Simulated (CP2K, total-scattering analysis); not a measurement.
## The surroundings of Ca by a first difference

Two samples of CaSiO3 (Ca 20.0, Si 20.0, O 60.0 atom %; 2200 K, fixed volume; ρ₀ = 0.0661 Å⁻³) differ only in the isotope of Ca: 40Ca (b = 4.78 fm) and 44Ca (b = 1.42 fm). Other lengths: Si 4.15071, O 5.8037 fm. The data are simulated by ab initio molecular dynamics with CP2K (PBE, Gaussian and plane waves, DZVP-MOLOPT-SR basis, GTH potentials, 400 Ry, CSVR thermostat, no spin, fixed volume). The average runs over 0.69 ps of 70 atoms, so shells between rare elements are rough. Mean temperature 2127 K, largest m.s.d. 2.21 Å², energy drift -43 meV an atom (last third less first); the first quarter of the run is discarded. Start: last frame of a classical run of this cell at the same density and temperature. So short a stretch relaxes bonds and nearest shells but still remembers its start. It is a liquid as far as so short a run tells. The potential energy falls by 43 meV an atom from the first to the last third of the average, so the sample is relaxing or ordering and this is no equilibrium average. The partials come from the cell's reciprocal vectors below 4 Å⁻¹ and from g(r) above; absorption, incoherent and inelastic scattering are left out. F(Q) = Σ ci cj bi bj (Sij − 1), in barn per steradian and atom:

```csv
Q (Å⁻¹),40Ca,44Ca,difference
0.9,-0.220,-0.158,-0.062
1.2,-0.159,-0.071,-0.088
1.5,-0.140,-0.072,-0.068
1.8,-0.103,-0.076,-0.027
2.1,-0.073,-0.061,-0.013
2.4,-0.051,-0.035,-0.016
2.7,0.031,0.022,0.009
3.0,0.020,-0.003,0.023
3.3,-0.009,-0.029,0.020
3.6,-0.029,-0.041,0.011
3.9,-0.026,-0.029,0.003
4.2,-0.012,-0.006,-0.006
4.5,0.014,0.026,-0.013
4.8,0.039,0.055,-0.016
5.1,0.052,0.062,-0.010
5.4,0.043,0.041,0.002
5.7,0.015,0.003,0.011
6.0,-0.019,-0.030,0.011
6.3,-0.041,-0.045,0.004
6.6,-0.042,-0.041,-0.001
6.9,-0.028,-0.026,-0.002
7.2,-0.009,-0.005,-0.004
7.5,0.007,0.012,-0.004
7.8,0.017,0.020,-0.003
8.1,0.017,0.017,0.000
8.4,0.012,0.010,0.002
8.7,0.009,0.007,0.002
9.0,0.010,0.008,0.002
9.3,0.009,0.007,0.002
9.6,0.002,0.001,0.000
9.9,-0.008,-0.007,-0.001
10.2,-0.014,-0.012,-0.002
10.5,-0.015,-0.013,-0.002
10.8,-0.012,-0.012,-0.001
```

The first difference in real space, ΔG(r), in barn (from the pair functions, so without the broadening of a finite Q range):

```tsv
r (Å)	first difference G(r)
1.70	-0.066
1.78	-0.066
1.86	-0.064
1.94	-0.058
2.02	-0.038
2.10	0.003
2.18	0.038
2.26	0.061
2.34	0.075
2.42	0.052
2.50	0.034
2.58	0.016
2.66	0.007
2.74	0.002
2.82	-0.004
2.90	-0.008
2.98	-0.010
3.06	-0.008
3.14	-0.008
3.22	-0.002
3.30	0.003
3.38	0.012
3.46	0.009
3.54	0.012
3.62	0.015
3.70	0.006
3.78	0.004
3.86	0.003
3.94	0.004
4.02	0.002
4.10	0.004
4.18	0.002
4.26	0.001
4.34	0.002
4.42	0.005
4.50	0.010
4.58	0.011
4.66	0.008
4.74	0.008
4.82	0.005
4.90	0.004
```

Q: What does the difference say of the neighbours of Ca?

Pairs without Ca cancel. ΔG(r) = Σ W [g(r) − 1] with W = 2 c(Ca) c(j) b(j) Δb, and c(Ca)² (b₁² − b₂²) for Ca–Ca: Ca–Ca 0.0083, Ca–Si 0.0112, Ca–O 0.0468 barn. At small r, ΔG → −ΣW = -0.066; in this finite cell the Ca–Ca term carries (N − 1)/N with N = 14 atoms of Ca, which gives -0.066.

The first feature, at 2.35 Å, is Ca–O. n = 4πρ₀ c(O)/W ∫ r² [ΔG − ΔG(0)] dr up to 3.15 Å gives 6.4 O around each Ca; the coordinates give 6.30 up to 3.28 Å.

Shells of Ca from the coordinates: Ca–O at 2.35 Å, 6.3 neighbours to 3.28 Å, a soft count; Ca–Si at 3.35 Å, 6.3 neighbours to 4.64 Å, a soft count; Ca–Ca at 3.61 Å, 6.2 neighbours to 5.10 Å, a soft count (first peaks with a usable minimum only).

[Logs are printed without paths, hosts, clocks, repeated set-up lines and the standing remarks that a program may print on its own settings, such as how far it seeks lower states.]
